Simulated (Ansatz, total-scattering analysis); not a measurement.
# The surroundings of H by a first difference

Two samples of hydrogen peroxide (22 H2O2; O 50.0, H 50.0 atom %; 310 K, fixed volume (mean pressure -1.0 GPa); ρ₀ = 0.1020 Å⁻³) differ only in the isotope of H: D (b = 6.6681 fm) and H (b = -3.7395 fm). Other lengths: O 5.8037 fm. The data are simulated by ab initio molecular dynamics with Ansatz (LDA, plane waves, PAW default files, Langevin thermostat, no spin, fixed volume, H with the mass of D). The average runs over 0.93 ps of 88 atoms, so shells between rare elements are rough. Mean temperature 318 K, largest m.s.d. 1.03 Å², energy drift -7 meV an atom (last third less first, no steady trend), Langevin friction 10 ps⁻¹; the first quarter of the run is discarded. Start: last frame of a classical run of this cell at the same density and temperature. So short a stretch relaxes bonds and nearest shells but still remembers its start. It is a liquid as far as so short a run tells. LDA overbinds hydrogen bonds, so O–O contacts come out short and the liquid too structured. The partials come from the cell's reciprocal vectors below 4 Å⁻¹ and from g(r) above; absorption, incoherent and inelastic scattering are left out. F(Q) = Σ ci cj bi bj (Sij − 1), in barn per steradian and atom:

| Q (Å⁻¹) | 2H | 1H | difference |
| --- | --- | --- | --- |
| 0.9 | -0.257 | -0.233 | -0.025 |
| 1.2 | -0.146 | -0.227 | 0.081 |
| 1.5 | 0.039 | -0.208 | 0.247 |
| 1.8 | 0.111 | -0.137 | 0.248 |
| 2.1 | 0.090 | -0.073 | 0.163 |
| 2.4 | 0.028 | -0.016 | 0.044 |
| 2.7 | -0.001 | 0.115 | -0.116 |
| 3.0 | -0.079 | 0.037 | -0.116 |
| 3.3 | -0.065 | -0.007 | -0.058 |
| 3.6 | -0.047 | -0.014 | -0.033 |
| 3.9 | -0.045 | -0.020 | -0.024 |
| 4.2 | -0.039 | -0.005 | -0.033 |
| 4.5 | -0.050 | 0.011 | -0.060 |
| 4.8 | -0.059 | 0.029 | -0.089 |
| 5.1 | -0.054 | 0.052 | -0.106 |
| 5.4 | -0.034 | 0.065 | -0.099 |
| 5.7 | -0.012 | 0.060 | -0.071 |
| 6.0 | 0.001 | 0.041 | -0.040 |
| 6.3 | 0.003 | 0.016 | -0.013 |
| 6.6 | 0.004 | -0.011 | 0.015 |
| 6.9 | 0.013 | -0.035 | 0.048 |
| 7.2 | 0.030 | -0.047 | 0.076 |
| 7.5 | 0.041 | -0.047 | 0.089 |
| 7.8 | 0.044 | -0.042 | 0.086 |
| 8.1 | 0.042 | -0.035 | 0.078 |
| 8.4 | 0.037 | -0.026 | 0.063 |
| 8.7 | 0.025 | -0.012 | 0.038 |
| 9.0 | 0.006 | 0.001 | 0.005 |
| 9.3 | -0.011 | 0.011 | -0.023 |
| 9.6 | -0.016 | 0.018 | -0.034 |
| 9.9 | -0.010 | 0.023 | -0.033 |
| 10.2 | -0.006 | 0.026 | -0.032 |
| 10.5 | -0.010 | 0.025 | -0.035 |
| 10.8 | -0.020 | 0.019 | -0.039 |

The first difference in real space, ΔG(r), in barn (from the pair functions, so without the broadening of a finite Q range):

first difference G(r), r (Å) and value: 0.50 -0.377, 0.58 -0.377, 0.66 -0.377, 0.74 -0.377, 0.82 -0.377, 0.90 -0.355, 0.98 2.745, 1.06 1.976, 1.14 -0.286, 1.22 -0.372, 1.30 -0.360, 1.38 -0.269, 1.46 -0.091, 1.54 0.058, 1.62 0.053, 1.70 -0.033, 1.78 -0.079, 1.86 0.274, 1.94 0.471, 2.02 -0.011, 2.10 -0.178, 2.18 -0.162, 2.26 -0.108, 2.34 -0.077, 2.42 -0.083, 2.50 -0.086, 2.58 -0.098, 2.66 -0.106, 2.74 -0.122, 2.82 -0.129, 2.90 -0.100, 2.98 -0.063, 3.06 -0.031, 3.14 -0.008, 3.22 -0.001, 3.30 0.025, 3.38 0.023, 3.46 0.013, 3.54 0.028

**Question.** Which pairs survive in the difference, and what is the first shell of H?

Pairs without H cancel. ΔG(r) = Σ W [g(r) − 1] with W = 2 c(H) c(j) b(j) Δb, and c(H)² (b₁² − b₂²) for H–H: H–O 0.3020, H–H 0.0762 barn. At small r, ΔG → −ΣW = -0.378; in this finite cell the H–H term carries (N − 1)/N with N = 44 atoms of H, which gives -0.377.

The first feature, at 1.01 Å, is H–O. n = 4πρ₀ c(O)/W ∫ r² [ΔG − ΔG(0)] dr up to 1.26 Å gives 1.0 O around each H; the coordinates give 1.00 up to 1.26 Å.

Shells of H from the coordinates: O–H at 1.01 Å, 1.0 neighbours to 1.26 Å; H–H at 2.36 Å, 4.4 neighbours to 2.84 Å, a soft count (first peaks with a usable minimum only). Counts average over all H, whatever molecule they sit on, and second peaks of a pair (H two bonds away, hydrogen bonds) add features between 1.5 and 2.5 Å that aren't listed. The structure is taken to be the same for both isotopes, which holds least well for H and D.
